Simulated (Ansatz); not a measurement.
Reflectivity of Mo (Im-3m) at normal incidence (Ansatz, PBE, independent particles, without spin-orbit coupling, line width 0.1 eV (Gaussian), carrier damping 0.05 eV):

| E (eV) | R (%) |
| --- | --- |
| 1.00 | 85.8 |
| 1.25 | 68.4 |
| 1.50 | 56.8 |
| 1.75 | 59.7 |
| 2.00 | 60.5 |
| 2.25 | 63.7 |
| 2.50 | 64.1 |
| 2.75 | 61.9 |
| 3.00 | 59.0 |
| 3.25 | 57.0 |
| 3.50 | 57.9 |
| 3.75 | 58.0 |
| 4.00 | 59.6 |
| 4.25 | 67.7 |
| 4.50 | 69.5 |
| 4.75 | 73.2 |
| 5.00 | 72.9 |

**Question.** What colour would a polished face show in daylight?

**Answer.** Light grey: CIE x = 0.309, y = 0.334, luminous reflectivity 63 % under D65, from the mean over the axes.
